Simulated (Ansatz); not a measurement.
# KI (Fm-3m): a volume series of phonon spectra, part 3 of 6

Wanted: mode Grüneisen parameters of KI and a free-energy fit over volumes.

What experiment has found for this phase:
- volume expansion coefficient 113.7 1e-6/K near room temperature (given in “Descriptors for thermal expansion in solids”, 2017, arXiv:1701.03966)

Ansatz 0.2.0; DFT LDA, scalar-relativistic, plane waves, PAW.

So far. Step 2 (Probe on a coarse mesh): The start is under -1.3 GPa at this level and looks like an insulator or semiconductor on this mesh. Step 5 (Tight relaxation): The residual pressure is 2.0e-4 GPa, small enough for phonons.

**6. Lattice dynamics at this volume, V/V0 1**

Phonons at this volume give one point of F(V, T); meshes stay fixed along the series.

Contents of input.yaml:

```yaml
crystal:
  lattice:
    - [0.0, 3.4087163095, 3.4087163095]
    - [3.4087163095, 0.0, 3.4087163095]
    - [3.4087163095, 3.4087163095, 0.0]
  atoms:
    - { symbol: K, position: [0.0, 0.0, 0.0] }
    - { symbol: I, position: [0.5, 0.5, 0.5] }
kpoints:
  mp_grid: { grid: [8, 8, 8] }
hamiltonian:
  xc: lda
scf:
  occupations: { method: fixed }
  lower_state_search: "off"
output:
  eigenvalues: true
phonons:
  method: dfpt
  dielectric: true
  rigid_motions: translations
  qmesh: [4, 4, 4]
  temperatures: { t_max: 1000, t_step: 50 }
  qpath:
    path:
      - [[0.0, 0.0, 0.0], [0.5, 0.0, 0.5], [0.625, 0.25, 0.625]]
      - [[0.375, 0.375, 0.75], [0.0, 0.0, 0.0], [0.5, 0.5, 0.5], [0.5, 0.25, 0.75], [0.5, 0.0, 0.5]]
    npoints: 10
```

Launch:

```
> ansatz run input.yaml --threads 4 --pin off --max-ram 16384MiB --backend cpu --events-out ev --progress --plain --runs-dir out
```

Numbers of over 12 decimals in the logs are rounded to 6 here.

The log of the run:

```text
[...]
Crystal: 2 atoms, lattice volume = 79.214 Å³
Basis set: ecut = 420 eV, 1471 PW (Γ), exchange–correlation on 72×72×72 points (8 copies of the dense FFT grid, shifted against one another)
Bands: 17, of which v1, the nominal top of the filled ones, is band 13 counted from 1 (12 counted from 0)
Symmetry: 48 space group operations
k-points: 59 of 512 (irreducible under 8 space group operations, time reversal used)
[...]
SCF iter   1: F=—  HF=-8855.100087 eV  |F-HF|=—  |Δ(HF+E_count)|=         —  Δρ=4.69e-3  dr2=8.18e-3  ethr=1.77e-3  ⟨swp⟩=5.2  Hψ=4751  notcnv=0  defer=115
[...]
SCF iter   8: F=-8855.097171 eV  HF=-8855.097171 eV  |F-HF|=9.09e-12  |Δ(HF+E_count)|=  1.18e-10  Δρ=5.46e-8  dr2=5.77e-12  ethr=1.00e-12  ⟨swp⟩=6.8  Hψ=4307  notcnv=0
SCF 1 converged in 8 iterations: F = -8855.097171 eV  dr2 = 5.77e-12
[...]
DFPT response loops at Γ: preconditioner auto → none (the input reference at scf.mixing.eps_inf says where Resta's filter doesn't serve); β = 0.50; Broyden in place of MSR1
NSCF: frozen V_eff on 29 k-points
[...]
DFPT response loops at q = (0, 0, -0.5) (fractional): preconditioner auto → Resta (q_TF=auto, 2.266 Å⁻¹)  ε∞=3.9 (no band partly filled); β = 1.00, the filter's whole step (`scf.mixing.beta` (0.50) is not read by the response loops at its default; to damp them type it under 1.00, their step now; it binds the ground state too); Broyden in place of MSR1
[...]
SCF converged after 8 iterations
Free energy (F): -8855.097171 eV
[...]
Internal energy: -8855.097171 eV  (E = F + TS)
E sigma→0 (E₀):  -8855.097171 eV
Fermi energy:    2.900639 eV
[...]
--- Band table (eV; the first three rows and the last of 59) ---
  k-point 0: bands = [... 9 lower, -7.8942, 2.9006, 2.9006, 2.9006, 6.7700, 9.1380, 9.1380, 9.1380]
  k-point 1: bands = [... 9 lower, -7.8062, 2.5659, 2.8261, 2.8261, 7.2130, 9.0719, 9.3261, 9.3261]
  k-point 2: bands = [... 9 lower, -7.6222, 1.9346, 2.6581, 2.6581, 7.9129, 9.3649, 9.8226, 9.8226]
  k-point 58: bands = [... 9 lower, -7.5696, 2.0063, 2.0063, 2.1291, 9.1790, 9.1790, 9.5838, 11.2370]
--- Phonons (Γ-DFPT): 2 representative perturbations + reference, on 59 of 512 k-points (Σ response iterations 6) ---
  k mesh reduced under 8 symmetry operations, with k and −k counted as one. Each operation leaves every solved perturbation unchanged. A smaller set is not considered because the run solves the response to a homogeneous field
  ASR residual: 5.799e-5 → 0.000e0 eV/Å²; symmetrization residual: 3.752e-6 eV/Å²
  ASR residual per site (eV/Å²): 2.86e-6 5.80e-5
  Γ frequencies (cm⁻¹): 0.00 0.00 0.00 114.88 114.88 114.88
  ε∞ (high-frequency dielectric tensor):
        3.121431    -0.000000     0.000000
        0.000000     3.121431    -0.000000
        0.000000    -0.000000     3.121431
  ε⁰ (static dielectric tensor: ions relaxed, cell fixed):
        5.045571     0.000000     0.000000
        0.000000     5.045571    -0.000000
       -0.000000    -0.000000     5.045571
  ε⁰ − ε∞ (ionic part):
        1.924140     0.000000    -0.000000
        0.000000     1.924140    -0.000000
       -0.000000    -0.000000     1.924140
  softest optical mode at Γ: 114.88 cm⁻¹; the repairs (sum rule, projections) moved no ω² at Γ by more than (0.53 cm⁻¹)²
  Born effective charges Z* (e; rows j = field, columns β = displacement):
    site 0:
         1.10534    0.00000   -0.00000
        -0.00000    1.10534   -0.00000
        -0.00000   -0.00000    1.10534
    site 1:
        -1.10534   -0.00000    0.00000
         0.00000   -1.10534    0.00000
         0.00000    0.00000   -1.10534
  Z* charge neutrality: 2.496e-5 e pre-enforcement
  k-mesh period / interband length: 38.6 Å / 1.78 Å = 21.71 at k = (0.0000, 0.0000, 0.0000), direct gap 3.869 eV — 14 or more, which is no proof of convergence
  optical modes at Γ without the LO–TO term, one row a degenerate level:
      ω (cm⁻¹)  modes    IR ((D/Å)²/amu)
        114.88      3             2.8292
  optical modes at Γ + LO–TO along q̂ = [1.0000, 0.0000, 0.0000]:
      ω (cm⁻¹)  modes    IR ((D/Å)²/amu)
        114.88      2             1.8861
        146.05      1             0.9431
  optical modes at Γ + LO–TO along q̂ = [0.0000, 1.0000, 0.0000]:
      ω (cm⁻¹)  modes    IR ((D/Å)²/amu)
        114.88      2             1.8861
        146.05      1             0.9431
  optical modes at Γ + LO–TO along q̂ = [0.0000, 0.0000, 1.0000]:
      ω (cm⁻¹)  modes    IR ((D/Å)²/amu)
        114.88      2             1.8861
        146.05      1             0.9431
--- Phonons (arbitrary-q DFPT): 8 irreducible q on the 4×4×4 mesh ---
  q = [0.0000, 0.0000, 0.0000] (star 1, of the zone-centre solve; hermiticity 5.17e-6, symmetrization 1.26e-12): -0.00 -0.00 0.00 114.88 114.88 114.88
  q = [0.0000, 0.0000, 0.2500] (star 8, 2 solved perturbations on 288 of 512 k-point pairs; hermiticity 4.04e-6, symmetrization 5.47e-12): 38.94 38.94 47.92 110.04 110.04 142.99
[...]
q = [0.0000, 0.2500, 0.2500] (star 6, 4 solved perturbations in 528 linear systems a pass and spin channel, the states on 164 of 512 k-point pairs; hermiticity 1.44e-6, symmetrization 2.74e-12): 20.88 20.88 66.27 116.91 116.91 123.76
[...]
sum rule: each row above includes the acoustic sum rule's correction from the zone centre's row sums; it moved no ω² by more than (0.35 cm⁻¹)²
  mesh force constants: q→R imaginary residual 5.90e-18; ASR residual 5.799e-5 → 0.000e0 eV/Å²; symmetrization residual 4.441e-16 eV/Å²
  interpolated dispersion: 63 rows × 6 modes
  density of states and harmonic sums: on the 16×16×16 q-mesh, interpolated from the force constants of a 4×4×4 supercell (with the dipole–dipole term)
  largest difference from the sums on the solved wave vectors: F 1.50e-2 eV, S 1.89e-5 and C_V 3.97e-6 eV/K
  zero-point energy: 0.030865 eV/cell   skipped modes (ω ≤ 0): 3   left out of the sums: 1.22e-4 of the cell's modes: C_V's classical limit lies that fraction below 3 k_B per atom; for a crystal, a wire or a layer, F and S can be off by more, and a phonons.interpolated_qmesh denser along its periods is the remedy for the sampling
```

It took 3.2 min on 4 threads of Arm Neoverse V1, shared host; peak memory 1.7 GiB.

This step gave:

| Property | Result |
| --- | --- |
| Γ frequencies | 0, 0, 0, 114.9, 114.9, 114.9 cm⁻¹ (negative: imaginary) |
| lowest frequency on the path | 0 cm⁻¹ |
| zero-point energy | 0.03087 eV/cell |
| point group | m-3m |
| highest frequency | 146.1 cm⁻¹ |
| Debye temperature from the second moment | 169 K |

LO-TO term included. The phonon branches at the labelled points (cm⁻¹):

```
    point  branch 1  branch 2  branch 3  branch 4  branch 5  branch 6
        Γ         0         0         0       115       115       146
  halfway        21        21        66       117       117       124
        X        28        28        47       119       119       124
  halfway        33        37        46       117       119       124
        U        44        44        53       113       121       123
jump to K        44        44        53       113       121       123
  halfway        26        52        59       104       118       135
        Γ         0         0         0       115       115       146
  halfway        39        39        48       110       110       143
        L        59        59        70       103       103       139
  halfway        51        52        64       107       114       129
        W        40        40        62       112       122       122
  halfway        32        46        47       116       120       123
        X        28        28        47       119       119       124
```

The phonon branches as a text plot (rows in cm⁻¹):

```
    143 |***                      *************
    137 |   *                   **             ******
    131 |    **                *                     **
    125 |      *    ***********                        *** ******
    119 |  **************************                  **********
    113 |**             ***       ***********        ** ******
    107 |                  **   **           ***  ******
    100 |                    ***                ***
     94 |
     88 |
     82 |
     76 |
     70 |       *            **                 ****
     64 |      * *         **  *              **    ********
     58 |    **   **        *****            * ******       *
     52 |           *    ***    **            *      **      *
     46 |   *        ******      *          **         **   *****
     40 |              *** **     **       **            ***  *
     33 |  *           *     **   **       *                ****
     27 |        ******        **   *     *                    **
     21 |      **                *  *    *
     15 | * ***                   ** *   *
      9 |  *                        **  *
      3 |**                          ***
         Γ           X  U|K            Γ         L        W     X
```

Tetrahedra on 16 16 16, mean over bins of 2 cm⁻¹. Phonon density of states against wavenumber; read off at these points:

```
wavenumber (cm⁻¹)  phonon density of states (1/cm⁻¹/cell)
              1.0                                  1.0e-5
              5.0                                  2.3e-4
              9.0                                  0.0017
             13.0                                  0.0041
             17.0                                 0.00793
             21.0                                  0.0139
             25.0                                   0.023
             29.0                                  0.0436
             33.0                                  0.0496
             37.0                                  0.0567
             41.0                                  0.0650
             45.0                                  0.0727
             49.0                                  0.0732
             53.0                                  0.0765
             57.0                                   0.102
             61.0                                  0.0581
             65.0                                   0.107
             69.0                                 0.00596
             73.0                                       0
             75.0                                       0
             79.0                                       0
             83.0                                       0
             87.0                                       0
             91.0                                       0
             95.0                                       0
             99.0                                       0
            103.0                                  0.0446
            107.0                                  0.0949
            111.0                                   0.114
            115.0                                   0.130
            117.0                                   0.155
            119.0                                   0.121
            123.0                                   0.117
            127.0                                  0.0513
            131.0                                  0.0410
            135.0                                  0.0361
            139.0                                  0.0287
            143.0                                  0.0113
            147.0                                       0
```

Harmonic. Thermo, by row:

```
T (K)  F_vib (meV/atom)  S (J/mol-atom/K)  C_V (J/mol-atom/K)
    0             15.43                 0                   0
   50             13.05             12.03               15.77
  100              3.16             25.31                21.8
  150            -12.48             34.52               23.45
  200            -32.22             41.36               24.08
  250             -55.1             46.77               24.38
  300            -80.53             51.23               24.55
  350            -108.1             55.03               24.65
  400            -137.5             58.32               24.72
  450            -168.5             61.24               24.77
  500            -200.9             63.85                24.8
  550            -234.6             66.21               24.82
  600            -269.5             68.37               24.84
  650            -305.4             70.36               24.86
  700            -342.4              72.2               24.87
  750            -380.2             73.92               24.88
  800              -419             75.53               24.89
  850            -458.5             77.04               24.89
  900            -498.8             78.46                24.9
  950            -539.8             79.81                24.9
 1000            -581.5             81.08               24.91
```

The modes has structure finer than the step of the table below, so its rows give means over 5 cm⁻¹, whole bins alone (the curve runs from -10 to 160 cm⁻¹). Peaks (cm⁻¹: height): I 56.4: 0.0822, 63.8: 0.0784, 116.3: 0.0243; K 116.3: 0.108.

Phonopy on the run's constants, 15x15x15 mesh, Gaussian sigma 2.0 cm⁻¹. Table of modes by wavenumber; means over each step; values in 1/cm⁻¹/cell:

```
wavenumber (cm⁻¹)        I        K
               -5   1.5e-5   4.3e-6
                0   1.1e-4   3.4e-5
                5   4.4e-4   1.4e-4
               10  0.00185   5.5e-4
               15  0.00497  0.00144
               20  0.00991  0.00278
               25   0.0206  0.00553
               30   0.0346  0.00884
               35   0.0431   0.0101
               40   0.0511   0.0108
               45   0.0602   0.0109
               50   0.0637  0.00877
               55   0.0761  0.00600
               60   0.0717  0.00362
               65   0.0708  0.00252
               70   0.0183   4.4e-4
               75   2.5e-4   4.0e-6
               80        0        0
               85        0        0
               90        0        0
               95   1.0e-6   7.8e-5
              100   3.9e-4   0.0116
              105  0.00477   0.0676
              110   0.0124   0.0923
              115   0.0215    0.104
              120   0.0176   0.0868
              125  0.00718   0.0648
              130  0.00255   0.0414
              135  0.00232   0.0330
              140  0.00243   0.0206
              145  0.00117  0.00554
              150   6.7e-5   2.5e-4
              155        0   2.0e-7
```

Born charge (rows field, columns displacement) (e), principal values of the symmetric part by kind of site:

```
atom  atoms with these values    low  middle   high   mean
  K1                        1   1.11    1.11   1.11   1.11
  I2                        1  -1.11   -1.11  -1.11  -1.11
```

In full for I2:

```
-1.11  0.00  0.00
 0.00 -1.11  0.00
 0.00  0.00 -1.11
```

ε∞:

```
3.12 0.00 0.00
0.00 3.12 0.00
0.00 0.00 3.12
```

No LO-TO term. Modes at Γ, with each element's share of the kinetic energy:

```
mode  frequency (cm⁻¹)  symmetry  K %  I %
   1               0.0       T1u   24   76
   2               0.0       T1u   24   76
   3               0.0       T1u   24   76
   4             114.9       T1u   76   24
   5             114.9       T1u   76   24
   6             114.9       T1u   76   24
```

Displacements in mode 4 (114.9 cm⁻¹), the largest set to 1:
```
K1   0.00 -0.57  1.00
I2   0.00  0.17 -0.31
```

No mode is imaginary beyond numerical noise at the solved wavevectors.

(Part 3 of 6 ends here.)

[Logs are printed without paths, hosts, clocks, repeated set-up lines and the standing remarks that a program may print on its own settings, such as how far it seeks lower states.]

[Hosts, paths, dates, database ids (printed as entryN), source tags and the programs' standing remarks are cut or masked in the printed files.]

[A step with changed settings may run another functional than the one named; its input shows which.]

[Of the runs on displaced cells, only some may be shown.]
